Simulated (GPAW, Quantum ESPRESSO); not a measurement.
**O K-edge XANES of Ag2PdO2 (Immm)**

Aim: the O K edge of Ag2PdO2 (Immm) by two routes, a Lanczos recursion (XSpectra) and a sum over empty bands (GPAW), to see which features are robust.

Main program and level: Quantum ESPRESSO 7.5; core-hole supercells, plane-wave PAW LDA (first program; GPAW 26.7.0 follows as the second).

Most raw output is cut from this account.

### Step 1. The starting structure

The structure is orthorhombic, space group Immm (No. 71). Conventional cell: a = 3.008 Å, b = 4.555 Å, c = 9.898 Å, α = 90.00°, β = 90.00°, γ = 90.00°. Ag has 4 O at 2.28 to 2.65 Å nearest. Nearest to Pd lie 4 O at 2.03 Å. Nearest to O lie 2 Pd at 2.03 Å and 4 Ag at 2.28 to 2.65 Å. Farther neighbours and most contacts between anions are not listed.

As a file:

```cif
data_structure
_symmetry_space_group_name_H-M 'Immm'
_symmetry_Int_Tables_number 71
_cell_length_a 3.0080
_cell_length_b 4.5552
_cell_length_c 9.8977
_cell_angle_alpha 90.000
_cell_angle_beta 90.000
_cell_angle_gamma 90.000
_cell_volume 135.62
loop_
_atom_site_label
_atom_site_type_symbol
_atom_site_symmetry_multiplicity
_atom_site_Wyckoff_symbol
_atom_site_fract_x
_atom_site_fract_y
_atom_site_fract_z
_atom_site_occupancy
Ag1 Ag 4 i 0.00000 0.00000 0.64242 1
Pd1 Pd 2 a 0.00000 0.00000 0.00000 1
O1 O 4 j 0.00000 0.50000 0.63730 1
```

### Step 2. The field without a hole (Quantum ESPRESSO)

The ground state comes first: it tells whether the system has a gap, which decides how the excited electron is treated.

The PAW data sets are made with ld1.x, with reconstruction data.

File scf.in:

```
&control
   calculation='scf', prefix='x', pseudo_dir='../pp', outdir='tmp', tprnfor=.true.
/
&system
   ibrav=0, nat=5, ntyp=4, nbnd=27
   ecutwfc=50, ecutrho=500
   occupations='smearing', smearing='mv', degauss=0.015
/
&electrons
   conv_thr=5.0e-08, electron_maxstep=120
   mixing_beta=0.5
/
ATOMIC_SPECIES
Ag 1.0 Ag.lda-n-kjpaw.UPF
Pd 1.0 Pd.lda-n-kjpaw.UPF
O3 1.0 O.lda-n-kjpaw.UPF
O 1.0 O.lda-n-kjpaw.UPF
CELL_PARAMETERS angstrom
  -1.50401500 2.27761500 4.94885000
  1.50401500 -2.27761500 4.94885000
  1.50401500 2.27761500 -4.94885000
ATOMIC_POSITIONS crystal
Ag   0.64242000 0.64242000 0.00000000
Ag   0.35758000 0.35758000 0.00000000
Pd   0.00000000 0.00000000 0.00000000
O3   0.13730000 0.63730000 0.50000000
O    0.86270000 0.36270000 0.50000000
K_POINTS automatic
11 11 11 0 0 0
```

The run is started by

```bash
> OMP_NUM_THREADS=1 mpirun --oversubscribe --bind-to none -np 4 pw.x -nk 4 -in scf.in > scf.out
```

Wall time 79 s (4 MPI ranks of AMD EPYC 9R14 (Zen 4), shared host); peak memory 0.24 GiB.

Absorbing atoms carry a label of their own (element plus a letter or digit), as the spectrum program needs them as separate species.

The mesh shows no gap, so the system is treated as a metal and the core electron is put at the Fermi level (neutral cell).

### Step 3. Spectrum without a core hole,  (Quantum ESPRESSO)

Without a hole the spectrum is the empty density of states of the right symmetry on the absorber, weighted by matrix elements. It needs only the small cell and serves as the baseline.

File xspectra.in:

```
&input_xspectra
   calculation='xanes_dipole', edge='K'
   prefix='x', outdir='tmp', xiabs=3, xe0=10.3143
   xonly_plot=.false., x_save_file='xanes.sav'
   xniter=3000, xcheck_conv=20, xerror=0.005
   xcoordcrys=.false., xepsilon(1)=1, xepsilon(2)=0, xepsilon(3)=0
/
&plot
   xnepoint=413, xemin=-10, xemax=45, terminator=.true., cut_occ_states=.true.
   xgamma=0.4
/
&pseudos
   filecore='../O.wfc'
/
&cut_occ
   cut_desmooth=0.1, cut_stepl=0.05, cut_stepu=0.05, cut_ierror=1e-5
/
12 12 12 0 0 0
```

The run is started by

```bash
> OMP_NUM_THREADS=1 mpirun --oversubscribe --bind-to none -np 4 xspectra.x -nk 4 -in xspectra.in > xspectra.out
```

The job ended after 7.3 min (4 MPI ranks; peak memory 0.05 GiB).

The run was cut off at its time limit.

The time allowed ran out, so this step gives no result.

### Step 4. Supercell without a hole, the energy reference (Quantum ESPRESSO)

The photon energy needs a difference of total energies, so the cell and mesh of the coming hole run are first run without a hole.

File scf.in:

```
&control
   calculation='scf', prefix='x', pseudo_dir='../pp', outdir='tmp', tprnfor=.true.
/
&system
   ibrav=0, nat=10, ntyp=3, nbnd=54
   ecutwfc=50, ecutrho=500
   occupations='smearing', smearing='mv', degauss=0.015
/
&electrons
   conv_thr=1.0e-07, electron_maxstep=120
   mixing_beta=0.5
/
ATOMIC_SPECIES
Ag 1.0 Ag.lda-n-kjpaw.UPF
Pd 1.0 Pd.lda-n-kjpaw.UPF
O 1.0 O.lda-n-kjpaw.UPF
CELL_PARAMETERS angstrom
  3.00803000 -4.55523000 0.00000000
  3.00803000 4.55523000 0.00000000
  -1.50401500 2.27761500 4.94885000
ATOMIC_POSITIONS crystal
Ag   0.64242000 0.00000000 0.28484000
Ag   0.14242000 0.50000000 0.28484000
Ag   0.35758000 0.00000000 0.71516000
Ag   0.85758000 0.50000000 0.71516000
Pd   0.00000000 0.00000000 0.00000000
Pd   0.50000000 0.50000000 0.00000000
O    0.38730000 0.25000000 0.27460000
O    0.88730000 0.75000000 0.27460000
O    0.11270000 0.25000000 0.72540000
O    0.61270000 0.75000000 0.72540000
K_POINTS automatic
6 5 6 0 0 0
```

The run is started by

```bash
> OMP_NUM_THREADS=1 mpirun --oversubscribe --bind-to none -np 4 pw.x -nk 4 -in scf.in > scf.out
```

It took 71 s on 4 MPI ranks; peak memory 0.35 GiB.

Reference energy: -860606.387 eV with the cores included.

### Step 5. The atom with a core hole (Quantum ESPRESSO)

The frozen core must hold the hole, so the absorber gets a data set of its own.

File O.lda-n-kjpaw-1sch.ld1.in:

```
&input
   title='O', zed=8., rel=1, iswitch=3, dft='PZ',
   config='1s1 2s2 2p5'
/
&inputp
   file_pseudopw='O.lda-n-kjpaw-1sch.UPF', author='',
   lpaw=.true.,
   pseudotype=3,
   lloc=-1,
   rcloc=1.1,
   which_augfun='PSQ',
   rmatch_augfun_nc=.true.,
   nlcc=.true.,
   new_core_ps=.true.,
   rcore=0.7,
   tm=.true.,
   zval=7,
   lgipaw_reconstruction=.true., use_paw_as_gipaw=.true.
/
4
2S  1  0  2.00  0.00  1.00  1.30  0.0
2S  1  0  0.00  1.00  1.00  1.30  0.0
2P  2  1  5.00  0.00  0.90  1.35  0.0
2P  2  1  0.00  0.05  0.90  1.35  0.0
```

The run is started by

```bash
> ld1.x < O.lda-n-kjpaw-1sch.ld1.in > O.lda-n-kjpaw-1sch.ld1.out
```

Run time: 0.83 s. Hardware: 1 MPI rank; peak memory 0.13 GiB.

Removing the core electron and adding it to the valence shell costs the free atom 530.6 eV.

### Step 6. Supercell with XCH, O atom 4 (Quantum ESPRESSO)

The holes are 5.5 Å apart. The excited electron is kept in the cell, where it fills the lowest empty states and screens the hole.

The absorber has 2 Pd at 2.03 Å and 2 Ag at 2.28 Å (4-fold, site symmetry mm2).

scf.in: that of step 4 with these lines changed.

```diff
@@ -4,3 +4,3 @@
 &system
-   ibrav=0, nat=10, ntyp=3, nbnd=54
+   ibrav=0, nat=10, ntyp=4, nbnd=55
    ecutwfc=50, ecutrho=500
@@ -15,2 +15,3 @@
 Pd 1.0 Pd.lda-n-kjpaw.UPF
+O0 1.0 O.lda-n-kjpaw-1sch.UPF
 O 1.0 O.lda-n-kjpaw.UPF
@@ -27,3 +28,3 @@
 Pd   0.50000000 0.50000000 0.00000000
-O    0.38730000 0.25000000 0.27460000
+O0   0.38730000 0.25000000 0.27460000
 O    0.88730000 0.75000000 0.27460000
```

The run is started by

```bash
> OMP_NUM_THREADS=1 mpirun --oversubscribe --bind-to none -np 4 pw.x -nk 4 -in scf.in > scf.out
```

It took 77 s on 4 MPI ranks; peak memory 0.36 GiB.

Energy with the hole: -860072.690 eV, cores included.

### Step 7. Spectrum with XCH, O atom 4 (Quantum ESPRESSO)

The Lanczos recursion gives the spectrum without computing empty bands; each polarisation needs a run of its own on the full k mesh. xe0 is set between filled and empty states, and states below it are cut, here at the Fermi level, which holds the excited electron. The file of filecore holds the core orbital, taken from the hole-free data set.

xspectra.in: that of step 3 with these lines changed.

```diff
@@ -2,3 +2,3 @@
    calculation='xanes_dipole', edge='K'
-   prefix='x', outdir='tmp', xiabs=3, xe0=10.3143
+   prefix='x', outdir='tmp', xiabs=3, xe0=10.9499
    xonly_plot=.false., x_save_file='xanes.sav'
@@ -17,2 +17,2 @@
 /
-12 12 12 0 0 0
+7 6 7 0 0 0
```

xspectra_1.in, as its differences from xspectra.in of step 7:

```diff
@@ -5,3 +5,3 @@
    xniter=3000, xcheck_conv=20, xerror=0.005
-   xcoordcrys=.false., xepsilon(1)=1, xepsilon(2)=0, xepsilon(3)=0
+   xcoordcrys=.false., xepsilon(1)=0, xepsilon(2)=1, xepsilon(3)=0
 /
```

xspectra_2.in, as its differences from xspectra_1.in of step 7:

```diff
@@ -5,3 +5,3 @@
    xniter=3000, xcheck_conv=20, xerror=0.005
-   xcoordcrys=.false., xepsilon(1)=0, xepsilon(2)=1, xepsilon(3)=0
+   xcoordcrys=.false., xepsilon(1)=0, xepsilon(2)=0, xepsilon(3)=1
 /
```

The run is started by

```bash
> OMP_NUM_THREADS=1 mpirun --oversubscribe --bind-to none -np 4 xspectra.x -nk 4 -in xspectra.in > xspectra.out
```

Wall time 6.5 min (4 MPI ranks); peak memory 0.26 GiB.

The O K spectrum, O atom 4, excited-electron core hole (neutral cell) (energy from the energy zero of the input (xe0, at the border of filled and empty states); intensity scaled to a mean of 1 over the first 20 eV; the points at xe0, where the cut of filled states can leave a spike, are interpolated; polarised curves are means over the symmetry-equivalent atoms):

```
E (eV)  isotropic  ε ∥ x  ε ∥ y  ε ∥ z
 -2.00       0.11   0.12   0.09   0.12
 -1.25       0.19   0.21   0.14   0.21
 -0.50       0.48   0.54   0.32   0.58
  0.25       1.83   2.04   1.10   2.34
  1.00       2.15   2.83   2.09   1.53
  1.75       1.15   1.04   1.19   1.20
  2.50       0.95   0.84   0.90   1.10
  3.25       0.95   0.83   0.99   1.05
  4.00       1.04   0.80   1.30   1.01
  4.75       1.03   0.82   1.28   0.99
  5.50       1.14   0.87   1.30   1.25
  6.25       1.26   1.19   1.24   1.34
  7.00       1.33   1.77   0.99   1.23
  7.75       1.11   1.79   0.73   0.81
  8.50       0.81   1.08   0.64   0.72
  9.25       0.80   0.95   0.78   0.68
 10.00       0.88   0.94   0.97   0.73
 10.75       1.01   1.07   1.00   0.97
 11.50       1.01   1.17   0.93   0.93
 12.25       0.96   1.14   0.79   0.95
 13.00       1.06   1.24   0.85   1.09
 13.75       1.06   1.12   0.99   1.07
 14.50       1.13   1.13   1.11   1.15
 15.25       0.95   1.03   0.80   1.03
 16.00       0.65   0.63   0.58   0.74
 16.75       0.58   0.50   0.53   0.70
 17.50       0.54   0.45   0.52   0.65
 18.25       0.50   0.38   0.46   0.65
 19.00       0.53   0.36   0.45   0.78
 19.75       0.63   0.47   0.50   0.92
 20.50       0.67   0.53   0.57   0.90
 21.25       0.66   0.48   0.65   0.85
 22.00       0.81   0.59   0.87   0.95
 22.75       0.86   0.65   1.08   0.85
 23.50       0.92   0.80   1.15   0.82
 24.25       0.98   0.95   1.16   0.81
 25.00       1.10   1.18   1.22   0.88
 25.75       1.33   1.64   1.26   1.07
 26.50       1.00   1.13   0.99   0.87
 27.25       0.81   0.86   0.85   0.73
 28.00       0.72   0.73   0.83   0.61
 28.75       0.70   0.72   0.80   0.57
 29.50       0.70   0.66   0.92   0.53
 30.25       0.75   0.73   0.90   0.62
 31.00       0.69   0.72   0.77   0.58
 31.75       0.68   0.72   0.78   0.53
```

Main maxima below 24 eV (height): 0.8 eV (2.23), 6.8 eV (1.36), 11.1 eV (1.03) and 14.4 eV (1.13). A K edge sees empty p states; the first features are O p mixed into the empty d states of the Pd neighbours, and the broad ones above probably into the cations' higher empty bands.

The total-energy difference is 533.70 eV. One term is added: -8.83 eV, since the hole is spin-paired here and a spin-polarised one costs that much less in the free atom (computed apart). The photon energy is then 524.87 eV. The functional leaves an error in such absolute values: in the free atom LDA prices this hole 4.1 eV below PBE (computed apart), and PBE is itself good to a few eV.

### Step 8. Another broadening

The final state's lifetime shortens with energy, so measured features broaden above the edge; the saved Lanczos coefficients are redrawn with a width that grows.

File xspectra_plot.in:

```
&input_xspectra
   calculation='xanes_dipole', edge='K'
   prefix='x', outdir='tmp', xiabs=3, xe0=10.9499
   xonly_plot=.true., x_save_file='xanes.sav'
   xniter=3000, xcheck_conv=20, xerror=0.005
   xcoordcrys=.false., xepsilon(1)=1, xepsilon(2)=0, xepsilon(3)=0
/
&plot
   xnepoint=413, xemin=-10, xemax=45, terminator=.true., cut_occ_states=.true.
   gamma_mode='variable', gamma_energy(1)=4, gamma_energy(2)=25, gamma_value(1)=0.3, gamma_value(2)=2.5
/
&pseudos
   filecore='../O.wfc'
/
&cut_occ
   cut_desmooth=0.1, cut_stepl=0.05, cut_stepu=0.05, cut_ierror=1e-5
/
7 6 7 0 0 0
```

The run is started by

```bash
> OMP_NUM_THREADS=1 xspectra.x -in xspectra_plot.in > xspectra_plot.out
```

Elapsed: 10 s, on 1 MPI rank; peak memory 0.05 GiB.

With a Lorentzian half width 0.3 eV up to 4 eV, rising linearly to 2.5 eV at 25 eV, the maxima are 0.9 eV (2.43), 6.7 eV (1.27) and 13.2 eV (0.96).

### Step 9. Ground state of the crystal (GPAW)

The second program starts from its own ground state, on the same cell and functional.

File scf.py:

```python
import numpy as np
from ase import Atoms
from ase.parallel import parprint, paropen
from gpaw import GPAW, PW, FermiDirac, Mixer, MixerDif, setup_paths
from gpaw.test import gen
setup_paths.insert(0, '.')
gen('O', name='nch1s', xcname='LDA', corehole=(1, 0, 0), write_xml=True)
from gpaw.mpi import world
world.barrier()

atoms = Atoms('Ag2PdO2',
    cell=[[-1.504015, 2.277615, 4.94885],
     [1.504015, -2.277615, 4.94885],
     [1.504015, 2.277615, -4.94885]],
    scaled_positions=[[0.64242, 0.64242, 0],
     [0.35758, 0.35758, 0],
     [0, 0, 0],
     [0.1373, 0.6373, 0.5],
     [0.8627, 0.3627, 0.5]],
    pbc=True)
atoms.calc = calc = GPAW(legacy_gpaw=True, mode=PW(500, force_complex_dtype=True), xc='LDA', setups={3: 'nch1s'},
    kpts={'size': (10, 10, 10), 'gamma': True}, occupations=FermiDirac(0.05),
    charge=0, mixer=Mixer(0.1, 5, 50), maxiter=150,
    convergence={'density': 0.0001, 'eigenstates': 1e-6}, txt='scf.txt')
energy = atoms.get_potential_energy() + calc.get_reference_energy()
ef = calc.get_fermi_level()
out = dict(energy=energy, fermi=ef, forces=atoms.get_forces().tolist())
parprint(f'all-electron energy {energy:.4f} eV, Fermi level {ef:.4f} eV')
ev = np.array([[calc.get_eigenvalues(k, s) for k in range(len(calc.get_ibz_k_points()))] for s in range(calc.get_number_of_spins())])
out['homo'], out['lumo'], out['counts'] = ev[ev < ef].max(), ev[ev > ef].min(), sorted(set((ev < ef).sum((0, 2)).tolist()))
out['filled'] = (ev[:, 0] < ef).sum(1).tolist()
import json
with paropen('out.json', 'w') as f:
    json.dump(out, f)
```

The run is started by

```bash
> OMP_NUM_THREADS=1 mpirun -n 4 gpaw python scf.py
```

The job ended after 64 s (4 MPI ranks; peak memory 0.31 GiB).

The mesh shows no gap, so the system is treated as a metal and the core electron is put at the Fermi level (neutral cell).

### Step 10. Supercell without a hole, the energy reference (GPAW)

Total energies of two programs can't be mixed, so the cell and mesh of GPAW's hole run get a reference energy of their own.

scf.py: that of step 9 with these lines changed.

```diff
@@ -10,14 +10,19 @@
 
-atoms = Atoms('Ag2PdO2',
-    cell=[[-1.504015, 2.277615, 4.94885],
-     [1.504015, -2.277615, 4.94885],
-     [1.504015, 2.277615, -4.94885]],
-    scaled_positions=[[0.64242, 0.64242, 0],
-     [0.35758, 0.35758, 0],
+atoms = Atoms('Ag4Pd2O4',
+    cell=[[3.00803, -4.55523, 0],
+     [3.00803, 4.55523, 0],
+     [-1.504015, 2.277615, 4.94885]],
+    scaled_positions=[[0.64242, 0, 0.28484],
+     [0.14242, 0.5, 0.28484],
+     [0.35758, 0, 0.71516],
+     [0.85758, 0.5, 0.71516],
      [0, 0, 0],
-     [0.1373, 0.6373, 0.5],
-     [0.8627, 0.3627, 0.5]],
+     [0.5, 0.5, 0],
+     [0.3873, 0.25, 0.2746],
+     [0.8873, 0.75, 0.2746],
+     [0.1127, 0.25, 0.7254],
+     [0.6127, 0.75, 0.7254]],
     pbc=True)
-atoms.calc = calc = GPAW(legacy_gpaw=True, mode=PW(500, force_complex_dtype=True), xc='LDA', setups={3: 'nch1s'},
-    kpts={'size': (10, 10, 10), 'gamma': True}, occupations=FermiDirac(0.05),
+atoms.calc = calc = GPAW(legacy_gpaw=True, mode=PW(500, force_complex_dtype=True), xc='LDA', setups={6: 'nch1s'},
+    kpts={'size': (4, 4, 4), 'gamma': True}, occupations=FermiDirac(0.1),
     charge=0, mixer=Mixer(0.1, 5, 50), maxiter=150,
```

The job ended after 40 s (4 MPI ranks; peak memory 0.32 GiB).

Reference energy: -860215.779 eV with the cores included.

[end of part 1 of 2]

[Logs are printed without paths, hosts, clocks, repeated set-up lines and the standing remarks that a program may print on its own settings, such as how far it seeks lower states.]

[Hosts, paths, dates, database ids (printed as entryN), source tags and the programs' standing remarks are cut or masked in the printed files.]

[Lists of maxima count a maximum above −3 eV only where it reaches 4 % of the highest in the window and stands out from its surroundings by 2 % of it (1.5 % where it reaches 55 %); shoulders and weaker maxima are passed over, and of the rest the first, up to two pre-edge ones and the few strongest are named.]
